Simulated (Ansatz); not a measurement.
# Structural relaxation of amorphous Si (132 atoms)

How does amorphous Si (132 atoms) relax, and what do bonds, charges and levels look like afterwards?

Method: Kohn-Sham DFT, PBE, PAW (set soft_2), plane waves, in Ansatz 0.2.0.

**What experiment says.** Si-Si coordination number quoted from the high-resolution X-ray diffraction study of Laaziri et al (as quoted in “Relationship between diffraction peak, network topology, and amorphous-forming ability in silicon and silica”, 2021, PMC8590056): number of Si about Si 3.9.

Report form: the programs' logs are mostly left out.

## (1) The structure

The cell holds 132 atoms: 132 Si. Its edges and angles: a = 13.966 Å, b = 13.966 Å, c = 13.966 Å, α = 90.0°, β = 90.0°, γ = 90.0°. 132 atoms (132 Si) placed at random at 2.26 g/cm³, melted at 2500 K for 20 ps at fixed volume with the modified Tersoff potential (Kumagai, Izumi, Hara and Sakai, Comput. Mater. Sci. 39, 457 (2007)). Quenched from 2500 K to 300 K at 20 K/ps and fixed volume, held 5 ps. The starting density is a measured one.

Limits known from the start: The quench rate of 20 K/ps is orders of magnitude faster than experiment, which tends to freeze in extra defects. The network of bonds at the start is that of the classical potential that made the cell. The Brillouin zone is sampled at Γ only, in a cell whose shortest periodic width is 14 Å.

## (2) Single point at the start

The forces at the start show how far the geometry lies from a minimum of this functional.

File input.yaml:

```yaml
crystal:
  lattice:
    - [13.9657, 0.0, 0.0]
    - [0.0, 13.9657, 0.0]
    - [0.0, 0.0, 13.9657]
  atoms:
    - { symbol: Si, position: [0.10027, 0.18563, 0.34602] }
    - { symbol: Si, position: [0.10183, 0.00131, 0.80799] }
    - { symbol: Si, position: [0.18934, 0.13949, 0.12572] }
    - { symbol: Si, position: [0.22392, 0.30982, 0.13403] }
    - { symbol: Si, position: [0.63759, 0.77422, 0.16738] }
    - { symbol: Si, position: [0.70201, 0.07499, 0.07649] }
    - { symbol: Si, position: [0.79285, 0.83523, 0.208] }
    - { symbol: Si, position: [0.71664, 0.80622, 0.77277] }
    - { symbol: Si, position: [0.90517, 0.71504, 0.90413] }
    - { symbol: Si, position: [0.84672, 0.15491, 0.67917] }
    - { symbol: Si, position: [0.70536, 0.08808, 0.90211] }
    - { symbol: Si, position: [0.2578, 0.14578, 0.59168] }
    - { symbol: Si, position: [0.3517, 0.61308, 0.59642] }
    - { symbol: Si, position: [0.97591, 0.47501, 0.83446] }
    - { symbol: Si, position: [0.60333, 0.50805, 0.13682] }
    - { symbol: Si, position: [0.9836, 0.99255, 0.50279] }
    - { symbol: Si, position: [0.24551, 0.15188, 0.93453] }
    - { symbol: Si, position: [0.4449, 0.19723, 0.40643] }
    - { symbol: Si, position: [0.37652, 0.89543, 0.60937] }
    - { symbol: Si, position: [0.02977, 0.84031, 0.20432] }
    - { symbol: Si, position: [0.26606, 0.31321, 0.56694] }
    - { symbol: Si, position: [0.92016, 0.71641, 0.54814] }
    - { symbol: Si, position: [0.05936, 0.74881, 0.84086] }
    - { symbol: Si, position: [0.95944, 0.11263, 0.04186] }
    - { symbol: Si, position: [0.1647, 0.793, 0.95782] }
    - { symbol: Si, position: [0.8427, 0.9948, 0.10433] }
    - { symbol: Si, position: [0.99706, 0.2594, 0.48756] }
    - { symbol: Si, position: [0.22905, 0.64877, 0.01989] }
    - { symbol: Si, position: [0.44811, 0.92894, 0.45151] }
    - { symbol: Si, position: [0.96428, 0.86185, 0.61484] }
    - { symbol: Si, position: [0.99658, 0.13523, 0.59885] }
    - { symbol: Si, position: [0.91115, 0.24791, 0.95304] }
    [... 94 atom lines left out ...]
    - { symbol: Si, position: [0.23578, 0.53527, 0.70118] }
    - { symbol: Si, position: [0.51317, 0.86394, 0.22531] }
    - { symbol: Si, position: [0.08858, 0.39281, 0.07175] }
    - { symbol: Si, position: [0.63748, 0.01561, 0.76756] }
    - { symbol: Si, position: [0.85621, 0.13524, 0.84292] }
    - { symbol: Si, position: [0.26984, 0.36982, 0.72658] }
kpoints:
  mp_grid: { grid: [1, 1, 1] }
hamiltonian:
  xc: pbe
scf:
  occupations: { method: gaussian, width: 0.025 }
output:
  forces: true
  stress: true
  populations: intrinsic
  dos:
    method: { smearing: { sigma: 0.15 } }
    de: 0.1
    projected: { site_lists: { Si: [Si] } }
  eigenvalues: true
```

Launch:

```sh
$ ansatz run input.yaml --threads 4 --pin off --max-ram 8192MiB --backend cpu --events-out ev --progress --plain --runs-dir out
```

It took 35 s on 4 threads of Intel Xeon Platinum 8488C (Sapphire Rapids), shared host; peak memory 3.2 GiB; 2.1 min of CPU time.

The run gave:

* free energy: -83892.7897 eV
* free energy per atom: -635.5514 eV/atom
* SCF cycles: 10
* pressure: -0.4468 GPa
* r.m.s. force component: 0.4785 eV/Å
* longest force: 2.207 eV/Å
* Fermi energy: 6.226 eV
* spacing of highest filled and lowest empty level: 0.0747 eV

The r.m.s. force component of 0.48 eV/Å and the pressure of -0.45 GPa set the starting point.

Neighbours are counted within 2.93 Å (Si-Si).

Length of the force by element and coordination:

```csv
element,coordination,atoms,mean length of the force (eV/Å),spread,least,most
Si,all,132,0.754,0.344,0.105,2.21
Si,4,114,0.761,0.354,0.105,2.21
Si,5,18,0.710,0.275,0.219,1.23
```

## (3) Relaxation

The atoms are relaxed in the fixed cell, aiming at the force tolerance of the input.

input.yaml, the sections that differ from step 2:

```yaml
output:
  forces: true
relax:
  f_tol: 0.05
  max_steps: 191
# crystal, kpoints, hamiltonian, scf: as in step 2
```

Run time: 2.5 min. Hardware: 4 threads; peak memory 3.1 GiB; 9.6 min of CPU time.

Relaxation path:

```csv
step,energy less that of the first step (eV),largest force component (eV/Å)
1,0.0000,2.2036
2,-4.0195,0.7781
3,-5.3656,0.4933
4,-5.8359,0.3897
5,-6.1139,0.3160
6,-6.3005,0.2732
7,-6.4155,0.2178
8,-6.5036,0.2041
9,-6.5672,0.1540
10,-6.5913,0.0631
11,-6.5974,0.0510
12,-6.5990,0.0146
```

The atoms that moved most (Å):

```
atom      dx      dy      dz  length
 Si8  -0.493   0.721  -0.150   0.887
Si89   0.410   0.480   0.190   0.659
Si20   0.114   0.515  -0.232   0.576
Si91   0.402  -0.116  -0.257   0.491
 Si7   0.070  -0.273  -0.365   0.461
Si99  -0.406   0.121   0.101   0.435
Si46   0.392  -0.106  -0.114   0.421
Si92   0.262   0.286  -0.149   0.415
```

The relaxation changed the energy by -50.0 meV/atom, and atoms moved by 0.23 Å r.m.s., 0.89 Å at most.

## (4) Local order after relaxation

Bonds before and after, by the cutoffs listed below:

```csv
pair,bonds before,bonds after,mean before (Å),mean after (Å),spread before (Å),spread after (Å)
Si-Si,269,265,2.399,2.386,0.076,0.052
```

Density 2.26 g/cm³, 20.64 Å³ an atom.

Pair distribution function in bins of 0.1 Å:

```csv
r (Å),total
2.15,0.00
2.25,0.29
2.35,7.49
2.45,3.48
2.55,0.35
2.65,0.00
2.75,0.00
2.85,0.06
2.95,0.03
3.05,0.13
3.15,0.20
3.25,0.33
3.35,0.47
3.45,0.62
3.55,1.08
3.65,1.80
3.75,2.19
3.85,1.93
3.95,2.26
4.05,1.57
4.15,1.30
4.25,1.03
4.35,0.72
4.45,0.97
4.55,0.85
4.65,0.63
4.75,0.76
4.85,0.64
4.95,0.69
5.05,0.93
5.15,0.76
5.25,0.79
5.35,0.94
5.45,1.02
5.55,0.95
5.65,1.24
5.75,1.24
5.85,1.26
5.95,1.22
6.05,1.13
6.15,0.94
6.25,0.84
6.35,0.88
6.45,0.81
```

Bonds by pair of elements; cutoffs follow the first minimum of g(r), held within bounds set by covalent radii, and pairs that aren't listed don't count as bonded:

```
pair A-B  cutoff (Å)  bonds  mean length (Å)  spread (Å)  shortest (Å)  B about A  A about B
   Si-Si        2.73    265             2.39       0.052          2.28       4.01       4.01
```

How many atoms have how many bonded neighbours:

| element | mean | 2 | 4 | 5 |
| --- | --- | --- | --- | --- |
| Si | 4.01 | 1 | 127 | 4 |

Bond angles, per cent of each kind in bins of 5°:

```csv
angle (°),Si-Si-Si
70–75,0.2
75–80,0.7
80–85,1.6
85–90,3.6
90–95,4.0
95–100,10.7
100–105,17.7
105–110,18.4
110–115,15.9
115–120,10.8
120–125,6.5
125–130,4.5
130–135,2.2
135–140,1.7
140–145,0.5
145–150,0.4
150–155,0.2
155–160,0.0
160–165,0.0
165–170,0.1
```

Bond angles (no mean is given where the spread exceeds 20°):

| angle | count | mean (°) | spread (°) |
| --- | --- | --- | --- |
| Si-Si-Si | 803 | 109 | 12.4 |

Bond length by coordination (bonds to H left out):

| element | coordination | atoms | mean bond length (Å) |
| --- | --- | --- | --- |
| Si | 2 | 1 | 2.38 |
| Si | 4 | 127 | 2.38 |
| Si | 5 | 4 | 2.45 |

Rings of the network by King's shortest-path rule, up to 12 atoms, one path for each pair of neighbours; H, halogens, alkali and alkaline-earth atoms are left out, and the last column divides by all other atoms, bonded or not:

| ring size (atoms) | rings | per network atom |
| --- | --- | --- |
| 4 | 6 | 0.045 |
| 5 | 66 | 0.5 |
| 6 | 95 | 0.72 |
| 7 | 54 | 0.409 |
| 8 | 8 | 0.061 |
| 9 | 1 | 0.008 |

The first peak of g(r) lies near 2.4 Å. By these cutoffs 96 % of Si atoms have 4 bonded neighbours. The Si-Si-Si angle averages 109° with a spread of 12°. Bonds at Si atoms with 4 neighbours average 2.38 Å, against 2.45 Å at those with 5. Rings of 6 atoms are the most common (41 % of those counted); sizes run from 4 to 9.

## (5) Single point at the relaxed geometry

One more single point at the end of the walk gives the fuller output and checks the residual forces.

File input.yaml:

```yaml
crystal:
  lattice:
    - [13.9657, 0.0, 0.0]
    - [0.0, 13.9657, 0.0]
    - [0.0, 0.0, 13.9657]
  atoms:
    - { symbol: Si, position: [0.10312, 0.18653, 0.36539] }
    - { symbol: Si, position: [0.10274, 0.99833, 0.79225] }
    - { symbol: Si, position: [0.17448, 0.14294, 0.1443] }
    - { symbol: Si, position: [0.22539, 0.30309, 0.13637] }
    - { symbol: Si, position: [0.6412, 0.76303, 0.1599] }
    - { symbol: Si, position: [0.69641, 0.06802, 0.08533] }
    - { symbol: Si, position: [0.79784, 0.81571, 0.18183] }
    - { symbol: Si, position: [0.68132, 0.85787, 0.76204] }
    - { symbol: Si, position: [0.91524, 0.71386, 0.9035] }
    - { symbol: Si, position: [0.84342, 0.16547, 0.68266] }
    - { symbol: Si, position: [0.70241, 0.07449, 0.90324] }
    - { symbol: Si, position: [0.24305, 0.13985, 0.5951] }
    - { symbol: Si, position: [0.34599, 0.61802, 0.5845] }
    - { symbol: Si, position: [0.99106, 0.47022, 0.83255] }
    - { symbol: Si, position: [0.59838, 0.50446, 0.12502] }
    - { symbol: Si, position: [0.98146, 0.99093, 0.51603] }
    - { symbol: Si, position: [0.25684, 0.15062, 0.91243] }
    - { symbol: Si, position: [0.4385, 0.19169, 0.41357] }
    - { symbol: Si, position: [0.37065, 0.89981, 0.60451] }
    - { symbol: Si, position: [0.03795, 0.87716, 0.18769] }
    - { symbol: Si, position: [0.2563, 0.30701, 0.55636] }
    - { symbol: Si, position: [0.92051, 0.72083, 0.55989] }
    - { symbol: Si, position: [0.07399, 0.7382, 0.8319] }
    - { symbol: Si, position: [0.96441, 0.10814, 0.03764] }
    - { symbol: Si, position: [0.17238, 0.79785, 0.95993] }
    - { symbol: Si, position: [0.83281, 0.97255, 0.11555] }
    - { symbol: Si, position: [0.98681, 0.25318, 0.47979] }
    - { symbol: Si, position: [0.23238, 0.66022, 0.03278] }
    - { symbol: Si, position: [0.4459, 0.942, 0.45836] }
    - { symbol: Si, position: [0.95443, 0.8662, 0.62626] }
    - { symbol: Si, position: [0.98786, 0.14012, 0.60225] }
    - { symbol: Si, position: [0.91208, 0.2456, 0.95289] }
    [... 94 atom lines left out ...]
    - { symbol: Si, position: [0.22599, 0.52988, 0.67632] }
    - { symbol: Si, position: [0.53177, 0.86706, 0.2334] }
    - { symbol: Si, position: [0.09657, 0.38954, 0.06733] }
    - { symbol: Si, position: [0.62857, 0.02159, 0.75386] }
    - { symbol: Si, position: [0.85593, 0.12539, 0.84932] }
    - { symbol: Si, position: [0.28052, 0.37251, 0.71648] }
kpoints:
  mp_grid: { grid: [1, 1, 1] }
hamiltonian:
  xc: pbe
scf:
  occupations: { method: gaussian, width: 0.025 }
output:
  forces: true
  stress: true
  populations: intrinsic
  dos:
    method: { smearing: { sigma: 0.1 } }
    de: 0.1
    projected: { site_lists: { Si: [Si] } }
  eigenvalues: true
  write_density: true
  write_potential: true
  volumetric_format: npy
  elf: true
```

Elapsed: 32 s, on 4 threads; peak memory 3.2 GiB; 2 min of CPU time.

Numbers from this run:

* free energy: -83899.3887 eV
* free energy per atom: -635.6014 eV/atom
* SCF cycles: 9
* pressure: -0.2185 GPa
* r.m.s. force component: 0.00296 eV/Å
* longest force: 0.01587 eV/Å
* Fermi energy: 6.262 eV
* spacing of highest filled and lowest empty level: 0.1483 eV

Intrinsic-atomic-orbital charges by element and coordination:

```csv
element,coordination,atoms,mean charge (e),spread,least,most
Si,all,132,0,0.026,-0.0868,0.0818
Si,2,1,0.0381,0,0.0381,0.0381
Si,4,127,1.0e-4,0.0259,-0.0868,0.0818
Si,5,4,-0.0112,0.021,-0.0346,0.0214
```

States in the cell by windows of 0.5 eV, zero at the Fermi level; the larger projections on atomic orbitals stand beside the total:

```
from (eV)  to (eV)  total  Si p  Si s
      -10     -9.5   19.3   6.4  12.9
     -9.5       -9   27.8   9.7  18.0
       -9     -8.5   19.4   7.3  12.0
     -8.5       -8   15.5   6.4   9.0
       -8     -7.5   12.8   5.7   7.0
     -7.5       -7   16.2   7.7   8.4
       -7     -6.5   18.4   9.3   9.0
     -6.5       -6   19.8  11.1   8.6
       -6     -5.5   19.9  12.3   7.4
     -5.5       -5   16.2  11.2   4.8
       -5     -4.5   22.1  17.5   4.4
     -4.5       -4   29.8  26.0   3.6
       -4     -3.5   32.1  28.5   3.2
     -3.5       -3   35.0  31.8   2.8
       -3     -2.5   40.6  37.5   2.6
     -2.5       -2   39.8  37.1   2.2
       -2     -1.5   37.3  34.8   1.9
     -1.5       -1   28.6  26.6   1.4
       -1     -0.5   14.9  13.5   1.0
     -0.5        0    4.9   3.7   0.9
        0      0.5   12.0   8.1   3.0
      0.5        1   22.5  14.2   5.9
        1      1.5   34.6  21.4   8.8
      1.5        2   38.3  24.2   8.4
        2      2.5   42.8  27.3   7.8
      2.5        3   44.8  28.7   6.8
```

Between -13 and -10 eV lie 58 more states.

The levels nearest the highest filled one (over half full), pooled over k-points and spins:

```csv
level less the highest filled one (eV),occupation
-0.697,2
-0.574,2
-0.531,2
-0.466,2
-0.0982,2
0,2
0.148,0
0.234,0
0.326,0
0.435,0
0.491,0
0.578,0
```

ELF in the ac plane at fractional y = 0.131, with atoms of Si within 0.2 Å of it. It is the smooth field of the valence electrons, not physical close to the nuclei.

Ten even steps from '0' (0.02) to '9' (0.93), each cell a mean:
```
578866899767876667641000245543111135665
124667898424786445541001478755655555432
000122354345653224432101588767886346531
000000124677630012443101256556774434531
002443211233200024776421122212467766520
035666531000112356666653211001379997410
366433454112335787433565211113566666422
799634898656765677556764111236885358876
599867998568985335799973100247997689974
357534774336873113688765200125665567733
554102577655531014654567630001111113444
531002689975200136776788741000000000235
111136776653124666655566531000023331111
023589986565468986443345431000368986310
145689997555579997666667752001479997410
478767653223457876787435774100357874201
689974210012454323575333663100012321113
346763212335554100257766531000000011344
234787657777654200136764210133211112465
558998547987654311123332113677532111356
555675334764334433443222247999741001345
532468876521124677642112468998620025777
566678986210136999852001467775310157643
688865676433457899851000256652100157753
```
Columns run along a (14.0 Å), rows up along c (14.0 Å). Atoms in or near the plane, at fractional coordinates: Si at (0.17, 0.14), Si at (0.24, 0.60), Si at (0.99, 0.60), Si at (0.03, 0.23), Si at (0.57, 0.32), Si at (0.50, 0.72), Si at (0.12, 0.71), Si at (0.86, 0.85).

Electrostatic potential energy in the ac plane at fractional y = 0.131, with atoms of Si within 0.2 Å of it. With pseudopotentials it is smooth inside the atoms' cores, unlike the true potential.

Ten even steps from '0' (-46 eV) to '9' (10 eV), each cell a mean:
```
899866788767888778999999999999999999877
999998885102689889999999987778998889999
999999985103799999999999987668874236899
999999998778999999999999998889850003899
999999999999999999989999999999974346899
998756799999999998534789999999998889999
996200489999999985100379999999875468999
887301488889999997312589999999851147888
258877875336899999888899999999976578742
037999861003799999975578999999999998610
468999974236899999851147999999999999853
999999988889999999975568999999999999999
999999876799999998998899999999999999999
999988766789999877789999999999999999999
998767888999888877888778999999998889999
998667899999888899985102699999999899999
888888999999999999983000589999999999999
213799999999999999997556899999999999986
000588888998899999999999999999999999983
435785224898899999999999999999999999987
889972001699999999999999998888999999999
899986446899999888999999987778999999766
489988889999999888999999998789999997300
488865789999998778999999999999999997311
```
Columns run along a (14.0 Å; values clipped at the 3rd and 97th percentile), rows up along c (14.0 Å). Atoms in or near the plane, at fractional coordinates: Si at (0.17, 0.14), Si at (0.24, 0.60), Si at (0.99, 0.60), Si at (0.03, 0.23), Si at (0.57, 0.32), Si at (0.50, 0.72), Si at (0.12, 0.71), Si at (0.86, 0.85).

Intrinsic-atomic-orbital charges run from -0.09 to +0.08 e. Within 0.4 eV of the Fermi level the largest share is Si p (76 % of the projected weight).

Local excerpt of 15 atoms (numbers count through the whole input) about Si105, which has 5 bonded neighbours where the commonest count for Si is 4; x, y, z are measured from there.

```
 atom      x      y      z  distance (Å)  bonds  intrinsic-atomic-orbital charge (e)
Si105   0.00   0.00   0.00          0.00      5                                -0.02
 Si67  -0.32   1.35   1.96          2.40      4                                -0.01
 Si39  -1.55  -1.87   0.11          2.42      4                                 0.03
 Si20  -1.57   0.61  -1.80          2.47      4                                 0.04
Si116   2.02  -1.31   0.56          2.48      4                                 0.02
Si107   1.43   0.85  -1.85          2.49      4                                 0.05
 Si48   1.05  -1.76   2.65          3.35      4                                 0.01
 Si58  -1.23  -2.47   2.38          3.64      4                                -0.03
 Si86  -0.27  -3.66  -0.89          3.77      4                                 0.01
 Si92  -0.15   1.28  -3.56          3.79      4                                -0.02
 Si80   0.85   0.27   3.70          3.81      4                                 0.00
 Si47  -3.05   2.23  -0.93          3.89      4                                -0.01
 Si96   0.71   3.39   1.81          3.91      4                                 0.00
 Si38   2.13   3.04  -1.50          4.01      4                                -0.01
 Si95   2.11  -3.39  -0.60          4.04      4                                -0.01
```

The column of bonds counts only the pairs Si-Si within 2.73 Å; other neighbours, such as metal atoms beside each other in a compound, aren't counted, and periodic images can show an atom twice.

## (6) Results

```yaml
energy_change_in_the_relaxation: -49.99 meV/atom
r_m_s_displacement: 0.234 Å
largest_displacement: 0.887 Å
free_energy_per_atom: -635.6014 eV/atom
pressure: -0.2185 GPa
r_m_s_force_component: 0.00296 eV/Å
spacing_of_highest_filled_and_lowest_empty_level: 0.1483 eV
wall_time_of_the_3_dft_runs: 3.6 min
```

What this shows: Relaxation lowers the energy by 50.0 meV/atom and moves atoms by 0.23 Å r.m.s.; the r.m.s. force component goes from 0.48 to 0.0030 eV/Å, the pressure goes from -0.45 to -0.22 GPa. By the final cutoffs 6 of 269 bonded pairs parted and 2 joined. From the first step to the last the energy fell by 6.599 eV, and the largest move was 0.89 Å (Si8). The Si-Si bonds go from 2.399 Å (spread 0.076) to 2.386 Å (spread 0.052), and their number from 269 to 265. By these cutoffs 96 % of Si atoms have 4 bonded neighbours. The highest filled and lowest empty levels lie only 0.15 eV apart (at Γ alone), which on so few k-points needn't be a gap.

**Limits.** The network of bonds at the start is that of the classical potential that made the cell; in DFT 6 of its 269 bonded pairs passed out of the cutoffs and 2 came within them.

Against the measurements quoted at the start:

| quantity | measured | this cell | difference | method of the measurement |
| --- | --- | --- | --- | --- |
| number of Si about Si | 3.9 | 4.01 | +2.9 % | X-ray diffraction |

The cell differs from the measured neighbour counts by up to 2.9 %. The network comes from the model that made the cell; in DFT 6 of its 269 bonded pairs passed out of the cutoffs and 2 came within them. Our coordination numbers hang on a cutoff, and experiments count neighbours in their own ways.

[Logs are printed without paths, hosts, clocks, repeated set-up lines and the standing remarks that a program may print on its own settings, such as how far it seeks lower states.]

[Hosts, paths, dates, database ids (printed as entryN), source tags and the programs' standing remarks are cut or masked in the printed files.]
